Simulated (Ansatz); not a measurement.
**Starting-point dependence of the GW gap of CsPbCl3 (Pm-3m)**

How much of the starting functional survives in the G0W0 gap of CsPbCl3 (Pm-3m)?

Calculated with Ansatz 0.2.0; G0W0 on several functionals, plane waves, PAW.

In doubt: masses and optical values from hybrid runs of this build are listed as unsure (steps 3, 4), which bears on the screening that GW takes from such a start.

**1. The starting structure**

The structure is cubic, space group Pm-3m (No. 221). The conventional cell has a = 5.605 Å, b = 5.605 Å, c = 5.605 Å, α = 90.00°, β = 90.00°, γ = 90.00°. Nearest to Cs lie 12 Cl at 3.96 Å. Pb has 6 Cl at 2.80 Å nearest. Nearest to Cl lie 2 Pb at 2.80 Å and 4 Cs at 3.96 Å. Farther neighbours and most contacts between anions are not listed.

The cell and positions come from the Crystallography Open Database and are kept as given unless a step says otherwise. Spin-orbit coupling is left out unless a step names it. The default PAW set here is soft_2. Its files were made with PBE.

**2. G0W0 on PBE**

Now the one-shot GW correction: screening in the RPA, then the self-energy of the levels asked for.

This step: G0W0 on PBE, plane waves, PAW.

input.yaml reads:

```yaml
crystal:
  lattice:
    - [5.605, 0.0, 0.0]
    - [0.0, 5.605, 0.0]
    - [0.0, 0.0, 5.605]
  atoms:
    - { symbol: Cs, position: [0.0, 0.0, 0.0] }
    - { symbol: Pb, position: [0.5, 0.5, 0.5] }
    - { symbol: Cl, position: [0.5, 0.5, 0.0] }
    - { symbol: Cl, position: [0.0, 0.5, 0.5] }
    - { symbol: Cl, position: [0.5, 0.0, 0.5] }
kpoints:
  mp_grid: { grid: [4, 4, 4] }
hamiltonian:
  xc: pbe
scf:
  occupations: { method: fixed }
gw:
  n_empty_bands: 965
  ecut_chi: 180.0
  qp_bands: [v2, c2]
  qp_kpoints: band_edges
  screening: { model: contour_deformation }
```

Command:

```
> ansatz run input.yaml --threads 3 --pin off --max-ram 64512MiB --backend cuda --events-out ev --progress --plain --runs-dir out --devices 1 --max-vram 24GiB  # rebuilt from the run's record
```

Numbers of over 12 decimals in the logs are rounded to 6 here.

Output:

```text
GPUs: using 1 of 1 available (devices: 1).
Engine: ansatz 0.2.0, x86_64-unknown-linux-gnu
Pseudopotentials: kind: paw
Pseudopotential: Cs, paw, valence charge 9, recommended cutoff 420 eV (normal), Cs.paw.azcp
Pseudopotential: Pb, paw, valence charge 14, recommended cutoff 420 eV (normal), Pb.paw.azcp
Pseudopotential: Cl, paw, valence charge 7, recommended cutoff 420 eV (normal), Cl.paw.azcp
Functional definition: PBE
  parameter kappa = 0.804
  parameter beta = 0.066725
  exchange = pbe_x(kappa = kappa, mu = beta*pi^2/3)
  correlation = pbe_c(beta = beta)
device memory: the entry about to start is reckoned to put 1.1 GiB on a device that reports 72.7 GiB free (of which the cap on the GPU budget leaves the run 24.0 GiB)
GPU FFT provider: cuFFT
GPU libraries: cuBLAS 13.8.1, cuFFT 12.4.0, cuSOLVER 12.3.2
Crystal: 5 atoms, lattice volume = 176.087 Å³
Basis set: ecut = 420 eV, 3407 PW (Γ)
Bands: 27, of which v1, the nominal top of the filled ones, is band 22 counted from 1 (21 counted from 0)
Symmetry: 48 space group operations
Space group: Pm-3m (ITA 221), of the structure as read, at distance tolerance 5.6e-5 Å
k-points: 10 of 64
Non-local potential: Cs, projectors of the file, l = 0: 3, l = 1: 2, l = 2: 2, l = 3: 2
Non-local potential: Pb, projectors of the file, l = 0: 2, l = 1: 2, l = 2: 2, l = 3: 2
Non-local potential: Cl, projectors of the file, l = 0: 2, l = 1: 2, l = 2: 2
PAW form: soft (Blöchl's): semilocal exchange-correlation on the pseudo side does not see the compensation charge
PAW one-centre angular grid: Cs, 194 points (default); XC on 64 Gauss nodes
PAW one-centre angular grid: Pb, 590 points (default); XC on 64 Gauss nodes
PAW one-centre angular grid: Cl, 110 points (default); XC on 64 Gauss nodes
Initial density: superposition of atomic densities (neutral atoms: chi_scale 0, normalization atom), corrected by the library's trained network
Initial wavefunctions: pseudopotential atomic-orbital guess
GPU buffer pool allocated for 64000 grid points (all kernels)
GPU transforms: local potential and band sums: pruned to the plane-wave sphere, on 40×40×40
Functional: x = pbe(κ = 0.804, μ = 0.219515), c = pbe(β = 0.066725)
SCF iter   1: F=—  HF=-20823.255651 eV  |F-HF|=—  |Δ(HF+E_count)|=         —  Δρ=4.97e-4  dr2=5.52e-4  ethr=1.77e-3  ⟨swp⟩=4.7  Hψ=1124  notcnv=0  defer=24
preconditioner: auto → Resta (q_TF=auto, 2.165 Å⁻¹)  ε∞=2.9  [insulator: Δε(μ)=1.936 eV  Ē_g=13.257 eV  n_scr=26 (ndim 8)  ℏωp=18.1 eV  f_vac=0.062  ε∞_Penn≈2.9]
SCF iter   2: F=—  HF=-20823.254605 eV  |F-HF|=—  |Δ(HF+E_count)|=   1.05e-3  Δρ=2.56e-4  dr2=1.32e-4  ethr=1.25e-6  ⟨swp⟩=2.8  Hψ=688  notcnv=0  defer=29
SCF iter   3: F=—  HF=-20823.254631 eV  |F-HF|=—  |Δ(HF+E_count)|=   2.59e-5  Δρ=8.87e-5  dr2=9.47e-6  ethr=2.99e-7  ⟨swp⟩=2.0  Hψ=479  notcnv=0  defer=29
SCF iter   4: F=—  HF=-20823.254645 eV  |F-HF|=—  |Δ(HF+E_count)|=   1.41e-5  Δρ=3.14e-5  dr2=1.50e-6  ethr=2.15e-8  ⟨swp⟩=2.5  Hψ=443  notcnv=0  defer=24
iter 5 did not close the SCF: its close was put off for the readings that it lacked (scf_convergence_deferred on its scf_iter line)
SCF iter   5: F=-20823.254648 eV  HF=-20823.254648 eV  |F-HF|=5.55e-8  |Δ(HF+E_count)|=   3.05e-6  Δρ=5.16e-6  dr2=4.10e-8  ethr=3.42e-9  ⟨swp⟩=2.2  Hψ=449  notcnv=0  defer=25
SCF iter   6: F=-20823.254648 eV  HF=-20823.254648 eV  |F-HF|=7.53e-10  |Δ(HF+E_count)|=   7.23e-8  Δρ=6.17e-7  dr2=1.23e-9  ethr=9.31e-11  ⟨swp⟩=8.7  Hψ=1335  notcnv=0
SCF 1 converged in 6 iterations: F = -20823.254648 eV  dr2 = 1.23e-9
  greatest PAW one-centre occupation: 0.983 electrons in one spin orbital (limit 2), on the Pb atom at site 1 (counted from 0), in its partial waves of l = 2
device memory: the entry about to start is reckoned to put 1.2 GiB (of the 1.3 GiB reckoned in all, the device holds 0.1 GiB already) on a device that reports 72.0 GiB free (of which the cap on the GPU budget leaves the run 23.9 GiB)
NSCF: frozen V_eff on 10 k-points, pencils in batches of 32, up to order 108
the band table was solved once the SCF had ended and its energy, with any forces and stress, was formed, with the checks that follow a solve (1280 applications of the Hamiltonian). They found nothing against the state; the energy, forces and stress were not computed again (output.eigenvalues in the input reference)
device memory: the entry about to start is reckoned to put 7.2 GiB on a device that reports 72.0 GiB free (of which the cap on the GPU budget leaves the run 24.0 GiB)
NSCF: frozen V_eff on 10 k-points
G₀W₀ screening: q 1/10
[... further progress lines ...]
SCF converged after 6 iterations
Free energy (F): -20823.254648 eV
Harris-Foulkes:  -20823.254648 eV  (|F-HF|=7.53e-10)
Internal energy: -20823.254648 eV  (E = F + TS)
E sigma→0 (E₀):  -20823.254648 eV
Fermi energy:    4.122120 eV
--- Per-component energies (eV) ---
  E_band       = -234.020814
  E_kinetic    = 913.644724
  E_local      = -2668.271888  (includes V_loc(G=0)·N_el)
  E_nonlocal   = 465.775363
  E_hartree    = 1011.037087
  E_xc         = -718.582255
  E_vxc        = -627.253690  (∫ρ·V_xc dr)
  E_paw        = -17446.658693  (= ΣΔE_a)
  E_vpaw       = -339.988961  (= ΣTr[D̂ρ^β])
  E_aug_tail   = 0.000317  (compensation charges beyond the density's cutoff)
  E_ewald      = -2380.199303
  E_smearing   = -0.000000  (= −TS)
  E_closure    = 0.000000  (closes the sum)
  Σ components = -20823.254648   (vs F -20823.254648, Δ=0.00e0)
--- Band table (eV; the first three rows and the last of 10) ---
  k-point 0: bands = [... 18 lower, 1.4707, 1.5782, 1.5782, 1.5782, 7.4574, 8.3927, 8.3927, 9.3016, ... 1 higher]
  k-point 1: bands = [... 18 lower, 1.4216, 1.5234, 1.5234, 1.6772, 7.9622, 8.7426, 8.7971, 8.9438, ... 1 higher]
  k-point 2: bands = [... 18 lower, 1.3729, 1.4678, 1.4678, 2.4264, 7.1389, 8.7953, 9.3025, 9.4428, ... 1 higher]
  k-point 9: bands = [... 18 lower, 1.8981, 1.8981, 1.8981, 4.1221, 6.0485, 6.0485, 6.0485, 9.2141, ... 1 higher]
--- G₀W₀: contour deformation, 7 samples at zero and on the imaginary axis and 2 off it, 64 q-points, 965 empty bands' worth ---
  eigenvalues of the whole cell's RPA ε∞ on this k-mesh (on a slab, of 1 + 4πα/V) = 4.3450, 4.3450, 4.3450; static W/v taken at q = 0 is 0.230148
  bands read: the sum over 987 bands ends inside a degenerate multiplet in 2 slots, whose members it reads at an even weight; the widest, k=0: bands 987 to 989 (counted from 1) at 1/3 each
  gw.qp_kpoints: band_edges: 3 of 10 stored k-points solved, in 1 pass; an edge of the gap read off the rows below is read off those points alone
    valence top: of the k-points left out ik 5 came nearest to being solved in a further pass, in band 22 (counted from 1, as in the quasiparticle table): it holds the edge there only if its correction is more favourable than any solved in that band by at least 0.820 eV; those differ by 0.430 eV
    conduction bottom: of the k-points left out ik 7 came nearest to being solved in a further pass, in band 23 (counted from 1, as in the quasiparticle table): it holds the edge there only if its correction is more favourable than any solved in that band by at least 0.450 eV; those differ by 0.127 eV
    ik  band        ε_KS         Σx   Σc(E_QP)       V_xc       Z   E_QP_lin       E_QP  E_QP is
     0    21      1.5782   -20.6410     3.0009   -16.2537  0.7373     0.1315     0.1919  root
     0    22      1.5782   -20.6410     3.0009   -16.2537  0.7373     0.1315     0.1919  root
     0    23      7.4574    -3.7535    -3.3729    -7.3996  0.8306     7.7318     7.7307  root
     0    24      8.3927    -3.4999    -3.3326    -7.2780  0.8305     8.8415     8.8382  root
     8    21      1.8931   -20.8856     2.9692   -16.5123  0.7405     0.4287     0.4889  root
     8    22      3.5042   -20.1007     0.9801   -18.1189  0.7711     2.4825     2.5025  root
     8    23      6.3381    -8.3842    -3.4469   -12.2310  0.8002     6.7408     6.7380  root
     8    24      6.3381    -8.3842    -3.4469   -12.2310  0.8002     6.7408     6.7380  root
     9    21      1.8981   -20.9020     2.9684   -16.5297  0.7405     0.4342     0.4943  root
     9    22      4.1221   -20.3994     0.6956   -18.7474  0.7751     3.1492     3.1657  root
     9    23      6.0485    -7.8986    -3.4039   -11.6788  0.8043     6.4271     6.4248  root
     9    24      6.0485    -7.8986    -3.4039   -11.6788  0.8043     6.4271     6.4248  root
```

Wall time 20 s (1 × NVIDIA H100 80GB HBM3 (shared by 3 runs) with 3 threads of AMD EPYC 7R13 (Zen 3), shared host); peak memory 3.5 GiB.

The column dr2 measures how far the density is from self-consistency, as an energy; F and HF (Harris–Foulkes) agree once it is small.

Numbers from this step:

```yaml
bands_summed: 987
rpa_eps_infinity_on_this_mesh_eigenvalues: 4.345, 4.345, 4.345
plane_waves_in_the_screening_matrix: 949
q_points_in_the_mesh: 64
g0w0_gap_on_the_mesh: 3.259 eV
k_of_the_valence_top: -0.5, -0.5, -0.5
k_of_the_conduction_bottom: -0.5, -0.5, -0.5
starting_gap_on_the_mesh: 1.926 eV
z_at_the_valence_top: 0.7751
z_at_the_conduction_bottom: 0.8043
least_direct_g0w0_gap_on_the_computed_points: 3.259 eV
```

The gap on the mesh goes from 1.93 eV to 3.26 eV, a correction of +1.33 eV. Between the two edge states, bare exchange in place of the xc potential would open the gap by 5.43 eV, and correlation takes back 4.10 eV.

**3. G0W0 on HSE06**

The same correction from a different start measures what one shot leaves open.

This step: G0W0 on HSE06, plane waves, PAW.

input.yaml, as its differences from that of step 2:

```diff
@@ -14,3 +14,3 @@
 hamiltonian:
-  xc: pbe
+  xc: hse06
 scf:
```

Output:

```text
GPUs: using 1 of 1 available (devices: 1).
[...]
davidson cushion auto → on  (no smearing: the cushion is to keep the highest requested band from converging to the state above it; pin scf.eigensolver.cushion to override)
[...]
GPU FFT provider: cuFFT
GPU libraries: cuBLAS 13.8.1, cuFFT 12.4.0, cuSOLVER 12.3.2
Crystal: 5 atoms, lattice volume = 176.087 Å³
Basis set: ecut = 420 eV, 3407 PW (Γ)
Bands: 27, of which v1, the nominal top of the filled ones, is band 22 counted from 1 (21 counted from 0)
[... 1 set-up line as in the run before ...]
[...]
k-points: 10 of 64
[...]
GPU buffer pool allocated for 64000 grid points (all kernels)
[...]
SCF iter   1: F=—  HF=-20823.249952 eV  |F-HF|=—  |Δ(HF+E_count)|=         —  Δρ=5.42e-4  dr2=3.81e-4  ethr=1.77e-3  ⟨swp⟩=14.2  Hψ=1309  notcnv=0
[...]
SCF iter   2: F=-20823.252450 eV  HF=-20823.252412 eV  |F-HF|=3.79e-5  |Δ(HF+E_count)|=   2.46e-3  Δρ=1.88e-4  dr2=4.69e-5  ethr=8.66e-7  ⟨swp⟩=8.2  Hψ=1370  notcnv=0  defer=39
SCF 1 stopped early in 2 iterations: F = -20823.252450 eV  dr2 = 4.69e-5
[...]
GPU FFT provider: cuFFT
GPU libraries: cuBLAS 13.8.1, cuFFT 12.4.0, cuSOLVER 12.3.2
[...]
GPU buffer pool allocated for 64000 grid points (all kernels)
[...]
Free energy (F): -20833.958112 eV
Frozen-core exchange: fock
[...]
Internal energy: -20833.958112 eV  (E = F + TS)
E sigma→0 (E₀):  -20833.958112 eV
Fermi energy:    3.714982 eV
[...]
--- Band table (eV; the first three rows and the last of 10) ---
  k-point 0: bands = [... 18 lower, 0.4674, 0.6039, 0.6039, 0.6039, 7.7666, 8.7125]
  k-point 1: bands = [... 18 lower, 0.4173, 0.5426, 0.5426, 0.8045, 8.2902, 9.1069]
  k-point 2: bands = [... 18 lower, 0.3667, 0.4805, 0.4805, 1.7453, 7.4625, 9.1538]
  k-point 9: bands = [... 18 lower, 0.9305, 0.9305, 0.9305, 3.7150, 6.3139, 6.3139]
  guard bands above this table: 3 of the run's 27 bands. The solve was not asked for them (output.publish_guard_bands: true or output.eigenvalues: true publishes all)
[...]
0    21      0.6039   -20.6657     2.5229   -17.2690  0.7736    -0.2837    -0.2698  root
     0    22      0.6039   -20.6657     2.5229   -17.2690  0.7736    -0.2837    -0.2698  root
     0    23      7.7666    -3.6466    -3.1767    -7.0094  0.8549     7.9531     7.9527  root
     0    24      8.7125    -3.3294    -3.1042    -6.7623  0.8555     9.0424     9.0412  root
     8    21      0.9257   -20.8848     2.5005   -17.4919  0.7761     0.0196     0.0334  root
     8    22      3.0281   -20.0805     0.7297   -18.5817  0.8040     2.2519     2.2591  root
     8    23      6.6147    -8.0865    -3.2982   -11.7284  0.8281     6.9598     6.9585  root
     8    24      6.6147    -8.0865    -3.2982   -11.7284  0.8281     6.9598     6.9585  root
     9    21      0.9305   -20.8985     2.5001   -17.5065  0.7761     0.0250     0.0387  root
     9    22      3.7150   -20.3744     0.4881   -19.1215  0.8075     2.9437     2.9503  root
     9    23      6.3139    -7.6498    -3.2556   -11.2308  0.8314     6.6405     6.6393  root
     9    24      6.3139    -7.6498    -3.2556   -11.2308  0.8314     6.6405     6.6393  root
```

Elapsed: 84 s, on 1 × NVIDIA H100 80GB HBM3 (shared by 3 runs) with 3 threads; peak memory 3.6 GiB.

Numbers from this step:

* bands summed: 987
* RPA ε∞ on this mesh (eigenvalues): 3.446, 3.446, 3.446
* plane waves in the screening matrix: 949
* q-points in the mesh: 64
* G0W0 gap on the mesh: 3.689 eV
* k of the valence top: -0.5, -0.5, -0.5
* k of the conduction bottom: -0.5, -0.5, -0.5
* starting gap on the mesh: 2.599 eV
* Z at the valence top: 0.8075
* Z at the conduction bottom: 0.8314
* least direct G0W0 gap on the computed points: 3.689 eV

Against the run with 4×4×4 mesh, 965 empty bands, screening to 180 eV on PBE, the gap moves by +0.43 eV, while the start moved by +0.67 eV.

**4. G0W0 on PBE0**

This step: G0W0 on PBE0, plane waves, PAW.

input.yaml, as its differences from that of step 3:

```diff
@@ -14,3 +14,3 @@
 hamiltonian:
-  xc: hse06
+  xc: pbe0
 scf:
```

Output:

```text
GPUs: using 1 of 1 available (devices: 1).
[...]
GPU FFT provider: cuFFT
GPU libraries: cuBLAS 13.8.1, cuFFT 12.4.0, cuSOLVER 12.3.2
Crystal: 5 atoms, lattice volume = 176.087 Å³
Basis set: ecut = 420 eV, 3407 PW (Γ)
Bands: 27, of which v1, the nominal top of the filled ones, is band 22 counted from 1 (21 counted from 0)
[... 1 set-up line as in the run before ...]
[...]
k-points: 10 of 64
[...]
8    23      6.9429    -8.0671    -3.1945   -11.3815  0.8414     7.0629     7.0628  root
     8    24      6.9429    -8.0671    -3.1945   -11.3815  0.8414     7.0629     7.0628  root
     9    21      0.5359   -20.8986     2.3295   -17.9044  0.7926    -0.1346    -0.1288  root
     9    22      3.3904   -20.3799     0.4012   -19.4329  0.8217     2.8421     2.8446  root
     9    23      6.6373    -7.6351    -3.1539   -10.8929  0.8445     6.7413     6.7412  root
     9    24      6.6373    -7.6351    -3.1539   -10.8929  0.8445     6.7413     6.7412  root
[key lines of the parts left out:]
Free energy (F): -20830.562860 eV
Fermi energy:    3.390430 eV
```

Elapsed: 90 s, on 1 × NVIDIA H100 80GB HBM3 (shared by 3 runs) with 3 threads; peak memory 3.6 GiB; 1.9 min of CPU time.

Numbers from this step:

```
bands summed                                 : 987
RPA ε∞ on this mesh (eigenvalues)            : 3.137, 3.137, 3.137
plane waves in the screening matrix          : 949
G0W0 gap on the mesh                         : 3.897 eV
k of the valence top                         : -0.5, -0.5, -0.5
k of the conduction bottom                   : -0.5, -0.5, -0.5
starting gap on the mesh                     : 3.247 eV
least direct G0W0 gap on the computed points : 3.897 eV
```

Against the run with 4×4×4 mesh, 965 empty bands, screening to 180 eV on HSE06, the gap moves by +0.21 eV, while the start moved by +0.65 eV.

**5. The starts together**

All on the 4×4×4 mesh with 965 empty bands and screening to 180 eV. Times are wall times on 1 × NVIDIA H100 80GB HBM3 (shared by 3 runs) with 3 threads of AMD EPYC 7R13 (Zen 3), shared host, good to a factor of about two.

```csv
start,starting gap (eV),shift (eV),G0W0 gap (eV),RPA ε∞ (harmonic mean),"Z (valence, conduction)",time
PBE,1.93,+1.33,3.26,4.35,"0.78, 0.80",20 s
HSE06,2.60,+1.09,3.69,3.45,"0.81, 0.83",84 s
PBE0,3.25,+0.65,3.90,3.14,"0.82, 0.84",90 s
```

How the two edges are built up, in eV (the quasiparticle level is the starting level plus Σx plus Σc less Vxc):

```csv
run,edge,start,Σx,Σc,Vxc,Z,QP
PBE,valence top,4.12,-20.40,0.70,-18.75,0.78,3.17
PBE,conduction bottom,6.05,-7.90,-3.40,-11.68,0.80,6.42
HSE06,valence top,3.71,-20.37,0.49,-19.12,0.81,2.95
HSE06,conduction bottom,6.31,-7.65,-3.26,-11.23,0.83,6.64
PBE0,valence top,3.39,-20.38,0.40,-19.43,0.82,2.84
PBE0,conduction bottom,6.64,-7.64,-3.15,-10.89,0.84,6.74
```

For a hybrid start, Vxc holds its share of exact exchange.

**6. Outcome**

```
G0W0@PBE     : 3.26 eV (start 1.93 eV)
G0W0@HSE06   : 3.69 eV (start 2.60 eV)
G0W0@PBE0    : 3.90 eV (start 3.25 eV)
known limits : not at the basis limit; no spin-orbit coupling
```

What this shows: The starting gaps span 1.32 eV and the G0W0 gaps 0.64 eV. Between PBE and PBE0, 0.64 eV of the 1.32 eV survives, 48 %. PBE0 screens less than PBE (ε∞ 3.14 against 4.35). Of the 0.64 eV by which its G0W0 gap is higher, the correlation part gives +0.54 eV, and exchange with the one-particle terms, which follow the orbitals, +0.09 eV. The smallest correction, +0.65 eV, is on PBE0, the start nearest to reproducing itself. Bands and cutoff are finite, so the gap is not at the basis limit. The miss can reach some tenths of an eV and take either sign; the mesh is an error of its own. The program warns that the mesh is coarse for exact exchange, which bears on the hybrid start's gap. Where an edge is built on 6p states of lead, bismuth or thallium, scalar-relativistic gaps usually stand too wide, by a few tenths to over one eV. This is the ideal cubic cell; many perovskites, halides above all, are cubic only on average, and local tilts or off-centring can widen the gap. The many-body steps are scalar-relativistic: spin-orbit coupling is not in them.

[Paths, hosts, dates, memory and timing lines, banners, echoed tables and standing remarks are left out of the program output.]

[Logs are printed without paths, hosts, clocks, repeated set-up lines and the standing remarks that a program may print on its own settings, such as how far it seeks lower states.]

[Runs of the session that timed out or met a known fault of the program may be left out.]

[Cells called generated may have been cut or substituted from an entry of the Crystallography Open Database or the Materials Project.]

[Hosts, paths, dates, database ids (printed as entryN), source tags and the programs' standing remarks are cut or masked in the printed files.]
